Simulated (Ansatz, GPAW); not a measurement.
# Si/Fe(100) in an electric field, part 2 of 3

Wanted: the out-of-plane polarisability of Si/Fe(100).

GPAW 26.7.0 and Ansatz 0.2.0; Ansatz plane waves; slab in vacuum with a dipole correction, relaxation (the session's first sound run).

So far, dipole along the normal (e·Å): step 2 (relaxing the atoms) -0.0283.

### 3. The slab's potential

With the geometry fixed, the planar mean of the potential gives the vacuum level on each side.

This step: GPAW, PAW setups; slab in vacuum (GPAW 26.7.0).

run.py reads:

```python
import json
import numpy as np
from ase import Atoms
from gpaw import GPAW, PW

slab = Atoms(
    ['Fe', 'Fe', 'Fe', 'Fe', 'Fe', 'Si'],
    positions=[
        [0.00000, 0.00000, 7.00000],
        [1.43500, 1.43500, 8.43500],
        [0.00000, 0.00000, 9.87000],
        [1.43500, 1.43500, 11.29750],
        [0.00000, 0.00000, 12.71514],
        [1.43500, 1.43500, 13.91148]],
    cell=[[2.87, 0.0, 0.0], [0.0, 2.87, 0.0], [0.0, 0.0, 21.28651]],
    pbc=[True, True, False],
    magmoms=[2.5, 2.5, 2.5, 2.5, 2.5, 0.0])

slab.calc = GPAW(mode=PW(400), xc='PBE', kpts={'size': (11, 11, 1), 'gamma': True},
                 occupations={'name': 'fermi-dirac', 'width': 0.1}, nbands='140%',
                 convergence={'density': 1e-05}, maxiter=200,
                 poissonsolver={'dipolelayer': 'xy'},
                 symmetry={'tolerance': 1e-3}, txt='slab.txt')
result = {}
energy = slab.get_potential_energy()
fermi = slab.calc.get_fermi_level()
v = slab.calc.get_electrostatic_potential().mean((0, 1)) - fermi
n = slab.calc.get_pseudo_density().mean((0, 1))
L = slab.cell[2, 2]
z = np.arange(len(v)) * L / len(v)
low, high = slab.positions[:, 2].min(), slab.positions[:, 2].max()
below, above = np.interp([low - 4.8, high + 4.8], z, v)
slopes = [np.interp(x, z, np.gradient(v, z)) for x in (low - 4.8, high + 4.8)]
eps = np.array([[slab.calc.get_eigenvalues(k, s) for k in range(len(slab.calc.get_ibz_k_points()))]
                for s in range(slab.calc.get_number_of_spins())]) - fermi
top, bottom = eps[eps < 0].max(), eps[eps > 0].min()
dipole = slab.get_dipole_moment()[2]
print(f'energy {energy:.4f} eV, Fermi level {fermi:.4f} eV, dipole {dipole:.5f} e A')
print(f'potential 4.8 A off the faces, from the Fermi level: lower {below:.4f} eV, upper {above:.4f} eV')
print(f'slope of the potential there: lower {slopes[0]:.5f}, upper {slopes[1]:.5f} eV/A')
print(f'nearest levels on the mesh: {top:.4f} and {bottom:.4f} eV')
print('magnetic moment', round(slab.get_magnetic_moment(), 3))
result.update(energy=energy, fermi=fermi, dipole=dipole, below=below, above=above, slopes=slopes, edges=[top, bottom],
              z=z.tolist(), v=v.tolist(), n=n.tolist(), positions=slab.positions.tolist(),
              forces=slab.get_forces(apply_constraint=False).tolist(), moments=slab.get_magnetic_moments().tolist())
json.dump(result, open('result.json', 'w'))
```

On the command line:

```sh
$ OMP_NUM_THREADS=1 OPENBLAS_NUM_THREADS=1 python run.py
```

The program printed:

```text
energy -48.2940 eV, Fermi level 1.6951 eV, dipole -0.02854 e A
potential 4.8 A off the faces, from the Fermi level: lower 3.8769 eV, upper 4.4919 eV
slope of the potential there: lower -0.00086, upper 0.00035 eV/A
nearest levels on the mesh: -0.0085 and 0.0059 eV
magnetic moment 12.448
```

It took 2.1 min on 1 thread of Intel Xeon 6975P-C (Granite Rapids), shared host; peak memory 0.28 GiB.

This step gave:

```
dipole along the normal                    : -0.02854 e·Å
levels nearest the Fermi level on the mesh : -0.008468, 0.005924 eV from the Fermi level
upper work function                        : 4.492 eV
lower work function                        : 3.877 eV
site moments                               : 2.950, 2.417, 2.487, 2.473, 1.780, 0.09337 μB
sum of the site moments                    : 12.20 μB
```

The electrostatic potential energy of an electron (without an applied field's), less the Fermi level, planar mean oscillates, so the rows of the table below give means over windows of 1.38 Å about each position, cut where the curve ends. Its maxima inside the range that stand out by 2 % of the span (Å: eV): 7.8: -5.52, 9.2: -5.32, 10.5: -5.56, 12.0: -5.70, 13.3: -10.5. Its minima: 7.0: -14.6, 8.4: -14.5, 9.9: -14.5, 11.3: -14.6, 12.8: -15.5, 13.8: -16.0.

The electrostatic potential energy of an electron (without an applied field's), less the Fermi level, planar mean by z; means over each step:

```
z (Å)  electrostatic potential energy of an electron (without an applied field's), less the Fermi level, planar mean (eV)
 0.69                                                                                                                3.92
 2.07                                                                                                                3.88
 3.45                                                                                                                3.87
 4.83                                                                                                                3.60
 6.21                                                                                                               -2.81
 7.59                                                                                                               -9.65
 8.97                                                                                                               -9.57
10.35                                                                                                               -9.71
11.73                                                                                                               -9.92
13.11                                                                                                               -13.1
14.49                                                                                                               -6.02
15.87                                                                                                                4.05
17.25                                                                                                                4.48
18.63                                                                                                                4.49
20.01                                                                                                                4.49
```

The pseudo valence density, planar mean by z:

```
z (Å)  pseudo valence density, planar mean (e/Å³)
 0.00                                           0
 0.64                                      1.3e-6
 1.06                                      1.7e-6
 1.70                                      3.3e-6
 2.34                                      1.7e-5
 2.77                                      4.4e-5
 3.41                                      2.0e-4
 4.04                                      8.9e-4
 4.47                                     0.00244
 5.11                                      0.0110
 5.75                                      0.0484
 6.17                                       0.147
 6.81                                       0.829
 7.45                                       0.515
 7.88                                       0.458
 8.51                                        1.01
 9.15                                       0.427
 9.58                                       0.714
10.22                                       0.635
10.86                                       0.528
11.49                                       0.867
11.92                                       0.449
12.56                                       0.956
13.20                                       0.571
13.62                                       0.363
14.26                                       0.249
14.90                                       0.115
15.33                                      0.0440
15.96                                     0.00814
16.60                                     0.00142
17.03                                      4.4e-4
17.67                                      8.0e-5
18.31                                      1.4e-5
18.73                                      4.3e-6
19.37                                      2.0e-6
20.01                                           0
20.44                                           0
21.07                                           0
```

Force by atom:

```
atom  x (eV/Å)  y (eV/Å)  z (eV/Å)   size
 Fe1     0.000     0.000     0.305  0.305
 Fe2     0.000     0.000    -0.242  0.242
 Fe3     0.000     0.000    -0.176  0.176
 Fe4     0.000     0.000    -0.014  0.014
 Fe5     0.000     0.000    -0.018  0.018
 Si6     0.000     0.000     0.145  0.145
```

The potential is flat to 8.6e-4 eV/Å where it is read, so the vacuum is wide enough. The geometry is the other program's minimum; here the largest force on a free atom is 0.15 eV/Å.

### 4. Field on

A uniform field along the normal polarises the slab; the atoms stay fixed, so this is the electronic response alone.

Edit run.py of step 3 so:

```diff
@@ -4,2 +4,3 @@
 from gpaw import GPAW, PW
+from gpaw.external import ConstantElectricField
 
@@ -22,2 +23,3 @@
                  poissonsolver={'dipolelayer': 'xy'},
+                 external=ConstantElectricField(-0.2, [0, 0, 1]),
                  symmetry={'tolerance': 1e-3}, txt='slab.txt')
```

The program printed:

```text
energy -48.3091 eV, Fermi level 1.7242 eV, dipole -0.12070 e A
potential 4.8 A off the faces, from the Fermi level: lower 2.8038 eV, upper 5.4553 eV
slope of the potential there: lower -0.00053, upper 0.00053 eV/A
nearest levels on the mesh: -0.0043 and 0.0130 eV
magnetic moment 12.455
```

Run time: 11 min. Hardware: 1 thread; peak memory 0.54 GiB.

This step gave:

```
dipole along the normal                                         : -0.1207 e·Å
levels nearest the Fermi level on the mesh                      : -0.004284, 0.01297 eV from the Fermi level
site moments                                                    : 2.953, 2.416, 2.488, 2.474, 1.780, 0.09363 μB
potential below the slab, the applied field's own ramp left out : 2.804 eV from the Fermi level
potential above the slab, the applied field's own ramp left out : 5.455 eV from the Fermi level
```

The electrostatic potential energy of an electron (without an applied field's), less the Fermi level, planar mean oscillates, so the rows of the table below give means over windows of 1.38 Å about each position, cut where the curve ends. Its maxima inside the range that stand out by 2 % of the span (Å: eV): 7.8: -6.09, 9.2: -5.62, 10.5: -5.58, 12.0: -5.42, 13.3: -9.97, 20.3: 5.46. Its minima: 7.0: -15.3, 8.4: -15.0, 9.9: -14.6, 11.3: -14.5, 12.8: -15.1, 13.8: -15.4.

The electrostatic potential energy of an electron (without an applied field's), less the Fermi level, planar mean by z; means over each step:

```
z (Å)  electrostatic potential energy of an electron (without an applied field's), less the Fermi level, planar mean (eV)
 0.69                                                                                                                2.98
 2.07                                                                                                                2.80
 3.45                                                                                                                2.80
 4.83                                                                                                                2.55
 6.21                                                                                                               -3.70
 7.59                                                                                                               -10.3
 8.97                                                                                                               -9.91
10.35                                                                                                               -9.77
11.73                                                                                                               -9.71
13.11                                                                                                               -12.6
14.49                                                                                                               -5.25
15.87                                                                                                                4.98
17.25                                                                                                                5.44
18.63                                                                                                                5.46
20.01                                                                                                                5.46
```

Force by atom:

```
atom  x (eV/Å)  y (eV/Å)  z (eV/Å)   size
 Fe1     0.000     0.000     0.304  0.304
 Fe2     0.000     0.000    -0.241  0.241
 Fe3     0.000     0.000    -0.179  0.179
 Fe4     0.000     0.000    -0.011  0.011
 Fe5     0.000     0.000    -0.029  0.029
 Si6     0.000     0.000     0.158  0.158
```

The dipole is now -0.121 e Å, against -0.029 in the run without a field.

### 5. Field on

Edit run.py of step 4 so:

```diff
@@ -23,3 +23,3 @@
                  poissonsolver={'dipolelayer': 'xy'},
-                 external=ConstantElectricField(-0.2, [0, 0, 1]),
+                 external=ConstantElectricField(-0.1, [0, 0, 1]),
                  symmetry={'tolerance': 1e-3}, txt='slab.txt')
```

The program printed:

```text
energy -48.2993 eV, Fermi level 1.7104 eV, dipole -0.07438 e A
potential 4.8 A off the faces, from the Fermi level: lower 3.3384 eV, upper 4.9725 eV
slope of the potential there: lower -0.00067, upper 0.00043 eV/A
nearest levels on the mesh: -0.0064 and 0.0097 eV
magnetic moment 12.452
```

Run time: 8.1 min. Hardware: 1 thread; peak memory 0.54 GiB.

Numbers from this step:

```yaml
dipole_along_the_normal: -0.07438 e·Å
levels_nearest_the_fermi_level_on_the_mesh: -0.006432, 0.009650 eV from the Fermi level
site_moments: 2.952, 2.416, 2.487, 2.473, 1.780, 0.09351 μB
potential_below_the_slab_the_applied_field_s_own_ramp_left_out: 3.338 eV from the Fermi level
potential_above_the_slab_the_applied_field_s_own_ramp_left_out: 4.972 eV from the Fermi level
```

The electrostatic potential energy of an electron (without an applied field's), less the Fermi level, planar mean oscillates, so the rows of the table below give means over windows of 1.38 Å about each position, cut where the curve ends. Its maxima inside the range that stand out by 2 % of the span (Å: eV): 7.8: -5.80, 9.2: -5.47, 10.5: -5.57, 12.0: -5.56, 13.3: -10.2, 20.8: 4.97. Its minima: 7.0: -15.0, 8.4: -14.7, 9.9: -14.5, 11.3: -14.5, 12.8: -15.3, 13.8: -15.7.

Electrostatic potential energy of an electron (without an applied field's), less the Fermi level, planar mean against z; means over each step:

z (Å), electrostatic potential energy of an electron (without an applied field's), less the Fermi level, planar mean (eV) and a bar from the least value:
```
     0.69        3.4 ###########################
     2.07        3.3 ###########################
     3.45        3.3 ###########################
     4.83        3.1 ###########################
     6.21       -3.3 ################
     7.59      -10.0 #####
     8.97       -9.7 #####
    10.35       -9.7 #####
    11.73       -9.8 #####
    13.11      -12.9 
    14.49       -5.6 ############
    15.87        4.5 #############################
    17.25        5.0 ##############################
    18.63        5.0 ##############################
    20.01        5.0 ##############################
```

Force by atom:

```
atom  x (eV/Å)  y (eV/Å)  z (eV/Å)   size
 Fe1     0.000     0.000     0.306  0.306
 Fe2     0.000     0.000    -0.241  0.241
 Fe3     0.000     0.000    -0.177  0.177
 Fe4     0.000     0.000    -0.013  0.013
 Fe5     0.000     0.000    -0.024  0.024
 Si6     0.000     0.000     0.151  0.151
```

The dipole is now -0.0744 e Å, against -0.029 in the run without a field.

### 6. In a field

Edit run.py of step 5 so:

```diff
@@ -23,3 +23,3 @@
                  poissonsolver={'dipolelayer': 'xy'},
-                 external=ConstantElectricField(-0.1, [0, 0, 1]),
+                 external=ConstantElectricField(-0.05, [0, 0, 1]),
                  symmetry={'tolerance': 1e-3}, txt='slab.txt')
```

The program printed:

```text
energy -48.2961 eV, Fermi level 1.7029 eV, dipole -0.05120 e A
potential 4.8 A off the faces, from the Fermi level: lower 3.6072 eV, upper 4.7320 eV
slope of the potential there: lower -0.00076, upper 0.00039 eV/A
nearest levels on the mesh: -0.0074 and 0.0079 eV
magnetic moment 12.45
```

Run time: 11 min. Hardware: 1 thread; peak memory 0.54 GiB.

The electrostatic potential energy of an electron (without an applied field's), less the Fermi level, planar mean oscillates, so the rows of the table below give means over windows of 1.38 Å about each position, cut where the curve ends. Its maxima inside the range that stand out by 2 % of the span (Å: eV): 7.8: -5.66, 9.2: -5.40, 10.5: -5.57, 12.0: -5.63, 13.3: -10.4. Its minima: 7.0: -14.8, 8.4: -14.6, 9.9: -14.5, 11.3: -14.6, 12.8: -15.4, 13.8: -15.9.

Table of electrostatic potential energy of an electron (without an applied field's), less the Fermi level, planar mean by z; means over each step:

z (Å), electrostatic potential energy of an electron (without an applied field's), less the Fermi level, planar mean (eV) and a bar from the least value:
```
     0.69        3.7 ############################
     2.07        3.6 ############################
     3.45        3.6 ############################
     4.83        3.3 ############################
     6.21       -3.0 #################
     7.59       -9.8 #####
     8.97       -9.7 ######
    10.35       -9.7 ######
    11.73       -9.9 #####
    13.11      -13.0 
    14.49       -5.8 ############
    15.87        4.3 #############################
    17.25        4.7 ##############################
    18.63        4.7 ##############################
    20.01        4.7 ##############################
```

### 7. Field on

Edit run.py of step 6 so:

```diff
@@ -23,3 +23,3 @@
                  poissonsolver={'dipolelayer': 'xy'},
-                 external=ConstantElectricField(-0.05, [0, 0, 1]),
+                 external=ConstantElectricField(0.05, [0, 0, 1]),
                  symmetry={'tolerance': 1e-3}, txt='slab.txt')
```

The program printed:

```text
energy -48.2931 eV, Fermi level 1.6868 eV, dipole -0.00476 e A
potential 4.8 A off the faces, from the Fermi level: lower 4.1477 eV, upper 4.2525 eV
slope of the potential there: lower -0.00097, upper 0.00032 eV/A
nearest levels on the mesh: -0.0095 and 0.0039 eV
magnetic moment 12.447
```

It took 14 min on 1 thread; peak memory 0.54 GiB.

The electrostatic potential energy of an electron (without an applied field's), less the Fermi level, planar mean oscillates, so the rows of the table below give means over windows of 1.38 Å about each position, cut where the curve ends. Its maxima inside the range that stand out by 2 % of the span (Å: eV): 7.8: -5.37, 9.2: -5.25, 10.5: -5.56, 12.0: -5.77, 13.3: -10.6. Its minima: 7.0: -14.4, 8.4: -14.4, 9.9: -14.4, 11.3: -14.6, 12.8: -15.6, 13.8: -16.2.

Table of electrostatic potential energy of an electron (without an applied field's), less the Fermi level, planar mean by z; means over each step:

```
z (Å)  electrostatic potential energy of an electron (without an applied field's), less the Fermi level, planar mean (eV)
 0.69                                                                                                                4.16
 2.07                                                                                                                4.15
 3.45                                                                                                                4.14
 4.83                                                                                                                3.86
 6.21                                                                                                               -2.58
 7.59                                                                                                               -9.49
 8.97                                                                                                               -9.49
10.35                                                                                                               -9.70
11.73                                                                                                               -9.98
13.11                                                                                                               -13.2
14.49                                                                                                               -6.21
15.87                                                                                                                3.82
17.25                                                                                                                4.24
18.63                                                                                                                4.25
20.01                                                                                                                4.25
```

[end of part 2 of 3]

[Logs are printed without paths, hosts, clocks, repeated set-up lines and the standing remarks that a program may print on its own settings, such as how far it seeks lower states.]

[Hosts, paths, dates, database ids (printed as entryN), source tags and the programs' standing remarks are cut or masked in the printed files.]
